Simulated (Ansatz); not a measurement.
# 1T-CdF2 monolayer in a perpendicular field, part 2 of 2

Wanted: the out-of-plane response of the 1T-CdF2 monolayer. A positive field points along +c.

Ansatz 0.2.0; plane-wave DFT, PBE-D4, Ansatz PAW (the session's first sound run).

So far, equivalent conductor thickness p/(ε₀AE) (Å): step 9 (response, atoms held, PBE D4) 2.36; step 12 (LDA) 2.37; step 15 (PBE) 2.36; step 18 (r2SCAN) 2.27.

## (20) Same geometry, cutoff 420 eV, functional HSE06 (run 2)

File input.yaml:

```yaml
crystal:
  lattice:
    - [3.5312918071, 0.0, 0.0]
    - [-1.7656459035, 3.0581884131, 0.0]
    - [0.0, 0.0, 20.0104672843]
  atoms:
    - { symbol: F, position: [0.6666666667, 0.3333333333, 0.4497646093] }
    - { symbol: Cd, position: [0.0, 0.0, 0.5] }
    - { symbol: F, position: [0.3333333333, 0.6666666667, 0.5502353907] }
kpoints:
  mp_grid: { grid: [12, 12, 1] }
hamiltonian:
  xc: hse06
scf:
  occupations: { method: fermi_dirac, width: 0.02585 }
  convergence: { dr2_threshold: 1.0e-09 }
efield:
  axis: 3
  dipole_correction: true
  ramp_position: 0.97
  ramp_width: 0.06
  amplitude: -0.1
output:
  write_potential: true
  write_density: true
  volumetric_format: npy
```

Command:

```sh
> ansatz run input.yaml --threads 2 --pin off --max-ram 3072MiB --backend cpu --events-out ev --progress --plain --runs-dir out
```

The job ended after 3.3 min (2 threads of Arm Neoverse V2, shared host; peak memory 2.5 GiB; 6.5 min of CPU time).

The dipole is -0.0131 e·Å.

## (21) Side by side

Times are for 2 threads of Arm Neoverse V2, shared host. Results by setting:

```csv
no.,functional,field,dipole along the normal (e·Å),time,memory (GiB)
1,lda,0.1 V/Å,0.01414,5.7 s,0.38
2,lda,-0.1 V/Å,-0.01414,5.7 s,0.38
3,pbe,0.1 V/Å,0.01407,5.9 s,0.39
4,pbe,-0.1 V/Å,-0.01407,5.8 s,0.39
5,r2scan,0.1 V/Å,0.01353,16 s,0.74
6,r2scan,-0.1 V/Å,-0.01353,15 s,0.75
7,hse06,0.1 V/Å,0.01315,3.3 min,2.5
8,hse06,-0.1 V/Å,-0.01315,3.3 min,2.5
```

## (22) Response at this level

This step: plane-wave DFT, HSE06, Ansatz PAW; response to a field along the normal, atoms held (Ansatz 0.2.0).

The induced dipole is that of a conductor 2.20 Å thick.

## (23) A changed input

This step: plane-wave DFT, PBE-D4, Ansatz PAW (Ansatz 0.2.0).

An input spoilt on purpose, to show how the run answers: it repeats the earlier run at 0.1 V/Å with efield.axis from 3 to 0, and scf.max_iter set to 80.

input.yaml, the sections that differ from step 20:

```yaml
kpoints:
  mp_grid: { grid: [18, 18, 1] }
  band_path:
    path: [[0, 0, 0], [0.5, 0, 0], [0.33333333, 0.33333333, 0], [0, 0, 0]]
    npoints: 16
hamiltonian:
  xc: pbe
  dispersion: d4
scf:
  occupations: { method: fermi_dirac, width: 0.02585 }
  convergence: { dr2_threshold: 1.0e-10 }
  max_iter: 80
efield:
  axis: 0
  dipole_correction: true
  ramp_position: 0.97
  ramp_width: 0.06
  amplitude: 0.1
# crystal, output: as in step 20
```

Wall time 0.01 s (2 threads); peak memory 0.06 GiB.

The input was rejected at the start.

The program's message: “Error: invalid value for `efield.axis`: must be in [1, 3]; got 0”

The fault put into the input: an axis of 0, outside the range 1 to 3.

## (24) A changed input

This step: plane-wave DFT, PBE-D4, Ansatz PAW, but for the change named below (Ansatz 0.2.0).

Another changed input: it repeats the earlier run at 0.1 V/Å with kpoints.mp_grid.grid from [18, 18, 1] to [27, 27, 1] and magnetization to spin_polarized: true.

File input.yaml:

```yaml
crystal:
  lattice:
    - [3.5312918071, 0.0, 0.0]
    - [-1.7656459035, 3.0581884131, 0.0]
    - [0.0, 0.0, 20.0104672843]
  atoms:
    - { symbol: F, position: [0.6666666667, 0.3333333333, 0.4497646093], spin: 0.2 }
    - { symbol: Cd, position: [0.0, 0.0, 0.5], spin: 0.2 }
    - { symbol: F, position: [0.3333333333, 0.6666666667, 0.5502353907], spin: 0.2 }
kpoints:
  mp_grid: { grid: [27, 27, 1] }
  band_path:
    path: [[0, 0, 0], [0.5, 0, 0], [0.33333333, 0.33333333, 0], [0, 0, 0]]
    npoints: 16
hamiltonian:
  xc: pbe
  dispersion: d4
scf:
  occupations: { method: fermi_dirac, width: 0.02585 }
  convergence: { dr2_threshold: 1.0e-10 }
efield:
  axis: 3
  dipole_correction: true
  ramp_position: 0.97
  ramp_width: 0.06
  amplitude: 0.1
output:
  write_potential: true
  write_density: true
  volumetric_format: npy
magnetization:
  spin_polarized: true
```

The job ended after 62 s (2 threads; peak memory 0.98 GiB; 2 min of CPU time).

This step gave:

| Item | Value |
| --- | --- |
| gap on the k-mesh | 3.883 eV |
| dipole along the normal | 0.01407 e·Å |
| gap along the path | 3.883 eV |
| gap, the smaller of path and mesh | 3.883 eV |

Deep bands are left out, so band numbers here count from the lowest band kept and differ from the log's. The electronic bands at the labelled points (eV, zero at the Fermi level of the run, which the smearing sets inside the gap; # counts the bands kept):

```csv
point,up #9,up #10,up #11,up #12,down #9,down #10,down #11,down #12
Γ,-2.83,-1.98,-1.98,1.90,-2.83,-1.98,-1.98,1.90
halfway,-2.73,-2.47,-2.05,3.39,-2.73,-2.47,-2.05,3.39
M,-3.04,-2.29,-2.01,5.46,-3.04,-2.29,-2.01,5.46
halfway,-3.16,-2.28,-2.16,5.64,-3.16,-2.28,-2.16,5.64
K,-3.49,-2.27,-2.25,5.89,-3.49,-2.27,-2.25,5.89
halfway,-2.79,-2.43,-2.15,3.79,-2.79,-2.43,-2.15,3.79
Γ,-2.83,-1.98,-1.98,1.90,-2.83,-1.98,-1.98,1.90
```

```
                     quantity  this run  earlier run  difference
dipole along the normal (e·Å)   0.01407      0.01407      7.3e-8
      gap along the path (eV)     3.883        3.883      4.9e-5
       gap on the k-mesh (eV)     3.883        3.883      1.8e-6
```

Nothing in the table moves by 0.01 in its unit (for the dipole 0.5 % and 5e-5 e·Å). The run took 15 SCF cycles against 11.

No band crosses the Fermi level on this path.

## (25) Results

```json
{"gap without field": "3.88 eV", "ionisation energy, upper face": "8.81 eV", "electron affinity, upper face": "4.93 eV", "equivalent conductor thickness, atoms held": "2.36 Å", "equivalent conductor thickness, LDA": "2.37 Å", "equivalent conductor thickness, PBE": "2.36 Å", "equivalent conductor thickness, r2SCAN": "2.27 Å", "equivalent conductor thickness, HSE06": "2.20 Å"}
```

What this shows: The induced dipole equals that of a perfect conductor 2.36 Å thick, while the outer atoms lie 2.01 Å apart; an out-of-plane ε follows only once a thickness t is chosen, by 1 − 1/ε = 2.36 Å / t. The gap goes from 3.88 eV to 3.87 eV at 0.35 V/Å. Across the functionals the thickness runs from 2.20 to 2.37 Å; those runs use a coarser k-mesh, so they are to be compared with each other. Semilocal functionals give gaps that are too small, and excitons are not included. Spin-orbit coupling is left out, which matters for the bands of elements this heavy.

[Logs are printed without paths, hosts, clocks, repeated set-up lines and the standing remarks that a program may print on its own settings, such as how far it seeks lower states.]

[Hosts, paths, dates, database ids (printed as entryN), source tags and the programs' standing remarks are cut or masked in the printed files.]

[Maps of the electrostatic potential energy from Ansatz leave out the sawtooth potential of an applied field or a dipole correction, so their vacuum need not be flat; planar profiles and work functions include it.]
